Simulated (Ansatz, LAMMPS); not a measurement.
# Elastic response of amorphous Ge (61 atoms), part 2 of 3

Aim: relax amorphous Ge (61 atoms), then change its volume and shape to read moduli from the stress.

Ansatz 0.2.0; Kohn-Sham DFT, PBE, PAW (set soft_1), plane waves.

The cell: 61 Ge. The quench rate of 5 K/ps far exceeds what a furnace or splat quench reaches. The network of bonds at the start is that of the classical potential that made the cell. The Brillouin zone is sampled at Γ only.

So far. Step 2 (Single point at the start): The r.m.s. force at the start is 0.26 eV/Å. Step 3 (Cell and atoms relaxed): The relaxation converged after 27 steps, with a largest force component of 0.029 eV/Å.

## Step 4: Single point at the relaxed geometry

The electronic structure is read at the final geometry, in a run of its own.

Input file input.yaml:

```yaml
crystal:
  lattice:
    - [10.25317, -0.05424, -0.26258]
    - [-0.05424, 12.27172, 0.0221]
    - [-0.26258, 0.0221, 11.51457]
  atoms:
    - { symbol: Ge, position: [0.43719, 0.27928, 0.15441] }
    - { symbol: Ge, position: [0.61002, 0.71208, 0.82534] }
    - { symbol: Ge, position: [0.41293, 0.90941, 0.40812] }
    - { symbol: Ge, position: [0.98398, 0.23921, 0.82958] }
    - { symbol: Ge, position: [0.68625, 0.23807, 0.22366] }
    - { symbol: Ge, position: [0.95624, 0.5968, 0.71408] }
    [... 49 atom lines left out ...]
    - { symbol: Ge, position: [0.1022, 0.46898, 0.19868] }
    - { symbol: Ge, position: [0.99798, 0.2076, 0.29027] }
    - { symbol: Ge, position: [0.15557, 0.27399, 0.12836] }
    - { symbol: Ge, position: [0.16701, 0.79638, 0.98133] }
    - { symbol: Ge, position: [0.92937, 0.06969, 0.9486] }
    - { symbol: Ge, position: [0.95422, 0.25998, 0.61757] }
kpoints:
  mp_grid: { grid: [1, 1, 1] }
hamiltonian:
  xc: pbe
  pseudopotentials: { kind: paw, azcp: { folder: soft_1 } }
scf:
  occupations: { method: gaussian, width: 0.025 }
output:
  forces: true
  stress: true
  populations: intrinsic
  dos:
    method: { smearing: { sigma: 0.15 } }
    de: 0.1
    projected: { site_lists: { Ge: [Ge] } }
  eigenvalues: true
  write_density: true
  write_potential: true
  volumetric_format: npy
```

Started as:

```sh
ansatz run input.yaml --threads 4 --pin off --max-ram 8192MiB --backend cpu --events-out ev --progress --plain --runs-dir out
```

Numbers of over 12 decimals in the logs are rounded to 6 here.

Output:

```text
[...]
Crystal: 61 atoms, lattice volume = 1447.925 Å³
Basis set: ecut = 420 eV, 28345 PW (Γ), exchange–correlation on 144×180×160 points (8 copies of the dense FFT grid, shifted against one another)
Bands: 513, of which v1, the nominal top of the filled ones, is band 427 counted from 1 (426 counted from 0)
Symmetry: 1 space group operations
[...]
k-points: 1
[...]
SCF iter   1: F=—  HF=-261983.717460 eV  |F-HF|=—  |Δ(HF+E_count)|=         —  Δρ=2.79e-2  dr2=1.13e1  ethr=3.10e-3  ⟨swp⟩=6.0  Hψ=1819  notcnv=0
[...]
SCF iter  15: F=-261982.469211 eV  HF=-261982.469211 eV  |F-HF|=4.74e-9  |Δ(HF+E_count)|=   1.23e-7  Δρ=1.31e-6  dr2=7.09e-8  ethr=1.17e-11  ⟨swp⟩=14.0  Hψ=3626  notcnv=0
SCF 1 converged in 15 iterations: F = -261982.469211 eV  dr2 = 7.09e-8
[...]
SCF converged after 15 iterations
Free energy (F): -261982.469211 eV
[...]
Internal energy: -261982.469211 eV  (E = F + TS)
E sigma→0 (E₀):  -261982.469211 eV
Fermi energy:    7.628481 eV
[...]
--- Forces (eV/Å), atoms counted from 1 ---
  atom   1  Ge    -0.00774936    -0.00716731    -0.00997135
  atom   2  Ge    -0.00838736    -0.01104342     0.00832224
  atom   3  Ge     0.00543452     0.00386175     0.00326770
  atom   4  Ge    -0.00700434     0.00225719     0.00918996
  atom   5  Ge     0.00191478     0.01353346    -0.00273384
  atom   6  Ge     0.00057109    -0.00444686     0.00978697
  atom   7  Ge    -0.00450254    -0.00713716    -0.00659511
  atom   8  Ge    -0.00812676    -0.01063466    -0.00699656
  atom   9  Ge    -0.00433580     0.00058725    -0.00258145
  atom  10  Ge    -0.00320573    -0.01169840     0.00049984
  atom  11  Ge     0.00093615    -0.00650678     0.00452195
  atom  12  Ge     0.00032167    -0.02905041    -0.02075569
  atom  13  Ge     0.00647969     0.00817594    -0.01665284
  atom  14  Ge    -0.00413791    -0.00890638    -0.00278750
[...]
atom  60  Ge     0.00275294    -0.00141175    -0.00742304
  atom  61  Ge    -0.00546455    -0.00612464    -0.01622961
  max |Σ_I F_I| component: 1.14e-5 eV/Å
--- Stress (GPa, compression-positive) ---
        0.014058       0.000487       0.010314
        0.000487      -0.031542       0.002733
        0.010314       0.002733      -0.041404
  P = ⅓ Tr σ = -0.0196 GPa (-0.196 kbar)
--- Band table (eV) ---
[...]
--- intrinsic populations: 61 sites ---
  site symbol       q [e]
     0     Ge     14.0454
     1     Ge     13.9954
     2     Ge     13.9823
[...]
60     Ge     14.0086
  spilling = 0.000000 (of n_electrons = 854.000000)
```

Elapsed: 38 s, on 4 threads of Arm Neoverse V1, shared host; peak memory 2.2 GiB; 2.5 min of CPU time.

Read from the output:

| Property | Result |
| --- | --- |
| free energy | -261982.4692 eV |
| free energy per atom | -4294.7946 eV/atom |
| SCF cycles | 15 |
| pressure | -0.01963 GPa |
| r.m.s. force component | 0.00943 eV/Å |
| longest force | 0.0357 eV/Å |
| Fermi energy | 7.628 eV |
| gap (highest filled to lowest empty level) | 0.5268 eV |

Intrinsic-atomic-orbital charges by element and coordination:

| element | coordination | atoms | mean charge (e) | spread | least | most |
| --- | --- | --- | --- | --- | --- | --- |
| Ge | all | 61 | 0 | 0.0287 | -0.0746 | 0.0771 |
| Ge | 4 | 43 | 0.0021 | 0.0254 | -0.0564 | 0.0771 |
| Ge | 5 | 14 | -0.0147 | 0.0274 | -0.0746 | 0.0403 |
| Ge | 6 | 4 | 0.0291 | 0.0366 | -0.0102 | 0.0677 |

Density of states as counts of states in windows of 1 eV (from the Fermi level), total and the larger projections:

| from (eV) | to (eV) | total | Ge p | Ge s |
| --- | --- | --- | --- | --- |
| -14 | -13 | 0.0 | 0.0 | 0.0 |
| -13 | -12 | 1.9 | 0.0 | 1.8 |
| -12 | -11 | 8.8 | 1.9 | 6.8 |
| -11 | -10 | 19.6 | 4.9 | 14.6 |
| -10 | -9 | 17.1 | 4.4 | 12.6 |
| -9 | -8 | 15.8 | 4.5 | 11.2 |
| -8 | -7 | 17.9 | 5.6 | 12.2 |
| -7 | -6 | 18.2 | 6.7 | 11.3 |
| -6 | -5 | 14.7 | 6.3 | 8.3 |
| -5 | -4 | 8.9 | 5.3 | 3.6 |
| -4 | -3 | 25.2 | 23.2 | 1.8 |
| -3 | -2 | 30.0 | 27.4 | 2.3 |
| -2 | -1 | 41.0 | 37.7 | 2.8 |
| -1 | 0 | 24.8 | 22.1 | 2.3 |
| 0 | 1 | 14.5 | 11.2 | 2.7 |
| 1 | 2 | 29.9 | 21.8 | 6.1 |
| 2 | 3 | 29.9 | 22.3 | 4.9 |
| 3 | 4 | 39.3 | 29.8 | 4.4 |
| 4 | 5 | 36.3 | 27.0 | 3.1 |

Between -26 and -14 eV lie 610 more states.

The levels nearest the highest filled one (over half full), pooled over k-points and spins:

| level less the highest filled one (eV) | occupation |
| --- | --- |
| -0.289 | 2 |
| -0.213 | 2 |
| -0.201 | 2 |
| -0.124 | 2 |
| -0.0599 | 2 |
| 0 | 2 |
| 0.527 | 0 |
| 0.696 | 0 |
| 0.758 | 0 |
| 0.863 | 0 |
| 0.937 | 0 |
| 1.05 | 0 |

Electrostatic potential energy in the bc plane at fractional x = 0.627, with atoms of Ge within 0.2 Å of it. With pseudopotentials it is smooth inside the atoms' cores, unlike the true potential.

Values in eV, 13 rows by 16 columns, each cell a mean:
```
  0   2  10  11  10   6   1   6  11  11   9   2   0   8  10   7
 -8  -5   4   0   5  -7 -12  -8   9  10  -1 -11  -3   9   9   6
  6   6  -5 -15  -3   0  -9  -1   8   9  -5 -12  -7  -2 -10  -3
  9  10   5  -2   5  10   9   6  -2   4   7   4   7  -5 -12  -8
 10  10   5   4   8   8   9   8   1   4   9  11  11   8   3   7
 10   8  -5  -6   5   3   7  10   5  -9  -7   8  10  11  11  10
 10   5   3   5   9   8  10  10   3 -13 -11   4   4   8  10  11
  5 -12  -9   8  11  11   9   0  -3   2   5   7   2   6   2   3
  2  -4  -2   7   9  10   5 -13 -13   2  11  11   9   2 -13 -13
  7  10   6  -7  -6   8   9  -2  -4   7  11  11  11   6  -8  -8
  5  10   7  -7  -6   8  11  10   9   6   8  10  10  10   4  -2
 -8   9  11   9   9  11  11  11   9   6   6  -5  -8   4  -8 -12
  0  10  11  11  11  11  10  10  11  11   6 -12 -13  -1   0  -8
```
Columns run along b (12.3 Å; values clipped at the 3rd and 97th percentile), rows up along c (11.5 Å). Atoms in or near the plane, at fractional coordinates: Ge at (0.71, 0.83), Ge at (0.90, 0.75), Ge at (0.50, 0.33), Ge at (0.93, 0.32), Ge at (0.96, 0.09), Ge at (0.40, 0.86), Ge at (0.75, 0.04).

Valence density in the bc plane at fractional x = 0.627, with atoms of Ge within 0.2 Å of it. It is the smooth field of the valence electrons, not physical close to the nuclei.

Values in e/Å³, 13 rows by 16 columns, each cell a mean:
```
 0  0  0  0  0  0  0  0  0  0  0  0  0  0  0  0
 1  1  0  0  0  1 16  1  0  0  1  5  1  0  0  0
 0  0  1  3  1  1  3  1  0  0  1 11  1  1  5  1
 0  0  0  1  0  0  0  0  0  0  0  0  0  1 13  1
 0  0  0  0  0  0  0  0  0  0  0  0  0  0  0  0
 0  0  0  1  0  0  0  0  0  2  1  0  0  0  0  0
 0  0  0  0  0  0  0  0  0  6  4  0  0  0  0  0
 0  1  1  0  0  0  0  0  1  0  0  0  0  0  0  0
 0  1  0  0  0  0  0  6 10  0  0  0  0  0 10  8
 0  0  0  1  1  0  0  1  1  0  0  0  0  0  3  2
 0  0  0  1  1  0  0  0  0  0  0  0  0  0  0  1
 1  0  0  0  0  0  0  0  0  0  0  1  2  0  2 18
 0  0  0  0  0  0  0  0  0  0  0  5 12  0  0  3
```
Columns run along b (12.3 Å), rows up along c (11.5 Å). Atoms in or near the plane, at fractional coordinates: Ge at (0.71, 0.83), Ge at (0.90, 0.75), Ge at (0.50, 0.33), Ge at (0.93, 0.32), Ge at (0.96, 0.09), Ge at (0.40, 0.86), Ge at (0.75, 0.04).

The highest filled and lowest empty levels differ by 0.527 eV (at Γ alone); a semilocal functional tends to put such gaps too low. In a disordered cell it changes from sample to sample, and tail or defect levels can set it. Intrinsic-atomic-orbital charges run from -0.07 to +0.08 e. The largest share in the top eV of filled states is Ge p (91 % of the projected weight), and in the lowest eV of empty states Ge p (79 % of the projected weight).

## Step 5: Volume -3 %

The relaxed cell is scaled evenly and the atoms are relaxed again; the stress at the end gives one point of P(V).

input.yaml, the sections that differ from step 4:

```yaml
crystal:
  lattice:
    - [10.1496, -0.05369, -0.25993]
    - [-0.05369, 12.14775, 0.02188]
    - [-0.25993, 0.02188, 11.39825]
  atoms:
    [... the 61 atom lines of step 4 ...]
output:
  forces: true
  eigenvalues: true
  stress: true
relax:
  f_tol: 0.05
  max_steps: 70
# kpoints, hamiltonian, scf: as in step 4
```

Output:

```text
Warning: output.stress: scf.convergence.dr2_threshold = 1e-7 eV (the SCF's general default) is looser than the 6.1e-9 eV advised for a printed stress (1e-10 eV for each atom of the cell: 61). What an SCF threshold leaves in a stress goes as its square root, and in the free energy as the threshold itself, and one threshold admits the most on a small cell: [...]
[...]
Crystal: 61 atoms, lattice volume = 1404.487 Å³
Basis set: ecut = 420 eV, 27421 PW (Γ), exchange–correlation on 144×180×160 points (8 copies of the dense FFT grid, shifted against one another)
Bands: 513, of which v1, the nominal top of the filled ones, is band 427 counted from 1 (426 counted from 0)
Symmetry: 1 space group operations
[...]
k-points: 1
[...]
SCF iter   1: F=—  HF=-261983.557137 eV  |F-HF|=—  |Δ(HF+E_count)|=         —  Δρ=2.90e-2  dr2=1.17e1  ethr=3.10e-3  ⟨swp⟩=6.0  Hψ=1826  notcnv=0
[...]
SCF iter  10: F=-261982.236348 eV  HF=-261982.236375 eV  |F-HF|=2.70e-5  |Δ(HF+E_count)|=   6.03e-5  Δρ=2.25e-5  dr2=4.98e-5  ethr=7.32e-9  ⟨swp⟩=10.0  Hψ=2270  notcnv=0
SCF 1 converged in 10 iterations: F = -261982.236348 eV  dr2 = 4.98e-5
[...]
relax step   1: F+E_penalty+E_count = -261982.23634793 eV  Δ(F+E_penalty+E_count) = +0.000e0 eV  max|allowed force component| = 1.358e-1 eV/Å  Δτ_max = 0.0000 Å  (10 SCF iters, dr2 threshold 6.25e-5 eV, accepted)
[...]
relax step   2: F+E_penalty+E_count = -261982.27795481 eV  Δ(F+E_penalty+E_count) = -4.161e-2 eV  max|allowed force component| = 5.632e-2 eV/Å  Δτ_max = 0.0485 Å  (10 SCF iters, accepted)
[...]
relax step   3: F+E_penalty+E_count = -261982.28907363 eV  Δ(F+E_penalty+E_count) = -1.112e-2 eV  max|allowed force component| = 3.173e-2 eV/Å  Δτ_max = 0.0334 Å  (10 SCF iters, accepted)
SCF converged after 10 iterations
Free energy (F): -261982.289074 eV
[...]
Internal energy: -261982.289074 eV  (E = F + TS)
E sigma→0 (E₀):  -261982.289074 eV
Fermi energy:    8.021323 eV
[...]
--- Forces (eV/Å), atoms counted from 1 ---
  atom   1  Ge    -0.00175888    -0.00020071     0.00017862
  atom   2  Ge     0.00725438    -0.00094475    -0.00833155
  atom   3  Ge     0.01309903     0.00056334     0.01576081
  atom   4  Ge     0.00607187    -0.00386947     0.02110918
  atom   5  Ge    -0.01235872    -0.00010851    -0.00463351
  atom   6  Ge     0.01086389     0.00029260    -0.01546377
  atom   7  Ge    -0.00281197    -0.00853528     0.00334137
  atom   8  Ge     0.01204948     0.00260110    -0.00687713
  atom   9  Ge    -0.03172665     0.00315773     0.00346422
  atom  10  Ge    -0.00598163     0.01282342     0.00263968
  atom  11  Ge     0.01236445     0.00583671     0.00157168
  atom  12  Ge     0.01592897    -0.00409782     0.00572142
  atom  13  Ge    -0.01273067     0.01270229     0.00179178
  atom  14  Ge     0.00239182    -0.01849701     0.00264092
[...]
atom  60  Ge     0.00787458     0.01038329     0.01219125
  atom  61  Ge    -0.00569074     0.02623326     0.00668927
  max |Σ_I F_I| component: 9.53e-6 eV/Å
--- Stress (GPa, compression-positive) ---
        1.261240       0.044228      -0.017491
        0.044228       1.654424      -0.039582
       -0.017491      -0.039582       1.331983
  P = ⅓ Tr σ = 1.4159 GPa (14.159 kbar)
--- Band table (eV) ---
[...]
--- Relaxed structure (3 steps of the walk, 3 accepted, 0 SCFs on fresh bases) ---
  F+E_penalty+E_count = -261982.28907363 eV   max|allowed force component| = 3.173e-2 eV/Å
  atoms:
    - { symbol: Ge, position: [0.435450, 0.279913, 0.154940] }
    - { symbol: Ge, position: [0.612548, 0.709770, 0.826029] }
    - { symbol: Ge, position: [0.412747, 0.908489, 0.406150] }
    - { symbol: Ge, position: [0.984017, 0.237882, 0.827003] }
[...]
- { symbol: Ge, position: [0.952845, 0.260147, 0.614890] }
```

It took 81 s on 4 threads; peak memory 2.1 GiB.

The program notes that the SCF threshold is loose for the stress.

The relaxation converged after 3 steps, 0.0527 eV below its start, with a largest force component of 0.032 eV/Å.

Volume -3 %: the energy stands 0.180 eV above that of the reference, at a pressure of 1.42 GPa.

## Step 6: Volume +3 %

The relaxed cell is scaled to another volume.

input.yaml, the sections that differ from step 5:

```yaml
crystal:
  lattice:
    - [10.35469, -0.05478, -0.26518]
    - [-0.05478, 12.39323, 0.02232]
    - [-0.26518, 0.02232, 11.62858]
  atoms:
    [... the 61 atom lines of step 4 ...]
# kpoints, hamiltonian, scf, output, relax: as in step 5
```

Output:

```text
[...]
Crystal: 61 atoms, lattice volume = 1491.362 Å³
Basis set: ecut = 420 eV, 29175 PW (Γ), exchange–correlation on 144×180×160 points (8 copies of the dense FFT grid, shifted against one another)
Bands: 513, of which v1, the nominal top of the filled ones, is band 427 counted from 1 (426 counted from 0)
Symmetry: 1 space group operations
[...]
k-points: 1
[...]
SCF iter   1: F=—  HF=-261983.431468 eV  |F-HF|=—  |Δ(HF+E_count)|=         —  Δρ=2.68e-2  dr2=1.10e1  ethr=3.10e-3  ⟨swp⟩=6.0  Hψ=1813  notcnv=0
[...]
SCF iter   9: F=—  HF=-261982.251699 eV  |F-HF|=—  |Δ(HF+E_count)|=   4.47e-4  Δρ=6.55e-5  dr2=6.40e-4  ethr=9.59e-8  ⟨swp⟩=2.0  Hψ=529  notcnv=0  defer=80
SCF iter  10: F=-261982.251760 eV  HF=-261982.251732 eV  |F-HF|=2.78e-5  |Δ(HF+E_count)|=   3.30e-5  Δρ=3.30e-5  dr2=3.83e-5  ethr=7.32e-9  ⟨swp⟩=10.0  Hψ=2346  notcnv=0
SCF 1 converged in 10 iterations: F = -261982.251760 eV  dr2 = 3.83e-5
[...]
relax step   1: F+E_penalty+E_count = -261982.25175990 eV  Δ(F+E_penalty+E_count) = +0.000e0 eV  max|allowed force component| = 1.266e-1 eV/Å  Δτ_max = 0.0000 Å  (10 SCF iters, dr2 threshold 6.25e-5 eV, accepted)
[...]
SCF iter   1: F=—  HF=-261982.287165 eV  |F-HF|=—  |Δ(HF+E_count)|=         —  Δρ=1.75e-3  dr2=2.18e-2  ethr=2.41e-6  ⟨swp⟩=2.0  Hψ=1315  notcnv=0  defer=80
[...]
SCF iter  10: F=—  HF=-261982.286713 eV  |F-HF|=—  |Δ(HF+E_count)|=   1.34e-7  Δρ=1.33e-6  dr2=1.48e-7  ethr=1.17e-11  ⟨swp⟩=10.0  Hψ=2056  notcnv=0
SCF iter  11: F=-261982.286713 eV  HF=-261982.286713 eV  |F-HF|=2.20e-8  |Δ(HF+E_count)|=   2.75e-8  Δρ=8.06e-7  dr2=4.04e-8  ethr=1.17e-11  ⟨swp⟩=3.0  Hψ=1133  notcnv=0
SCF 2 converged in 11 iterations: F = -261982.286713 eV  dr2 = 4.04e-8
relax step   2: F+E_penalty+E_count = -261982.28671316 eV  Δ(F+E_penalty+E_count) = -3.495e-2 eV  max|allowed force component| = 4.685e-2 eV/Å  Δτ_max = 0.0516 Å  (11 SCF iters, accepted)
SCF converged after 11 iterations
Free energy (F): -261982.286713 eV
[...]
Internal energy: -261982.286713 eV  (E = F + TS)
E sigma→0 (E₀):  -261982.286713 eV
Fermi energy:    7.259661 eV
[...]
Σ components = -261982.286713   (vs F -261982.286713, Δ=0.00e0)
--- Forces (eV/Å), atoms counted from 1 ---
  atom   1  Ge     0.00484410    -0.02757706    -0.00835130
  atom   2  Ge    -0.02225704     0.01736500     0.01731119
  atom   3  Ge     0.00663871     0.00866721     0.00035545
  atom   4  Ge    -0.00171709     0.00305859     0.01746421
[...]
atom  61  Ge    -0.00505010    -0.00153886     0.01092912
  max |Σ_I F_I| component: 2.60e-5 eV/Å
--- Stress (GPa, compression-positive) ---
       -1.175900      -0.025044       0.013112
       -0.025044      -1.479343       0.025559
        0.013112       0.025559      -1.284547
  P = ⅓ Tr σ = -1.3133 GPa (-13.133 kbar)
--- Band table (eV) ---
[...]
--- Relaxed structure (2 steps of the walk, 2 accepted, 0 SCFs on fresh bases) ---
  F+E_penalty+E_count = -261982.28671316 eV   max|allowed force component| = 4.685e-2 eV/Å
  atoms:
    - { symbol: Ge, position: [0.437967, 0.279472, 0.154455] }
    - { symbol: Ge, position: [0.607480, 0.713627, 0.825094] }
    - { symbol: Ge, position: [0.412940, 0.909574, 0.410238] }
    - { symbol: Ge, position: [0.983853, 0.240324, 0.831208] }
[...]
- { symbol: Ge, position: [0.955205, 0.260228, 0.619000] }
```

The job ended after 57 s (4 threads; peak memory 2.2 GiB; 3.7 min of CPU time).

The relaxation converged after 2 steps, 0.0350 eV below its start, with a largest force component of 0.047 eV/Å.

Volume +3 %: the energy stands 0.182 eV above that of the reference, at a pressure of -1.31 GPa.

## Step 7: Volume -6 %

The relaxed cell is scaled to another volume.

Input and log are left out; they have the form of those shown for this kind of step.

Run time: 2.2 min. Hardware: 4 threads of Arm Neoverse V1, shared host; peak memory 2 GiB.

The relaxation converged after 5 steps, 0.237 eV below its start, with a largest force component of 0.028 eV/Å.

Volume -6 %: the energy stands 0.761 eV above that of the reference, at a pressure of 2.95 GPa.

## Step 8: Volume +6 %

The relaxed cell is scaled to another volume.

Input and log are left out; they have the form of those shown for this kind of step.

The job ended after 4.2 min (4 threads of Arm Neoverse V1, shared host; peak memory 2.3 GiB; 16 min of CPU time).

The relaxation converged after 9 steps, 0.238 eV below its start, with a largest force component of 0.041 eV/Å.

Volume +6 %: the energy stands 0.576 eV above that of the reference, at a pressure of -2.04 GPa.

## Step 9: Volume -10 %

The relaxed cell is scaled to another volume.

Input and log are left out; they have the form of those shown for this kind of step.

Run time: 4.5 min. Hardware: 4 threads of Arm Neoverse V1, shared host; peak memory 2 GiB; 17 min of CPU time.

The relaxation converged after 12 steps, 1.17 eV below its start, with a largest force component of 0.047 eV/Å.

Volume -10 %: the energy stands 1.86 eV above that of the reference, at a pressure of 4.93 GPa.

(Continued in part 3 of 3.)

[Logs are printed without paths, hosts, clocks, repeated set-up lines and the standing remarks that a program may print on its own settings, such as how far it seeks lower states.]

[Hosts, paths, dates, database ids (printed as entryN), source tags and the programs' standing remarks are cut or masked in the printed files.]
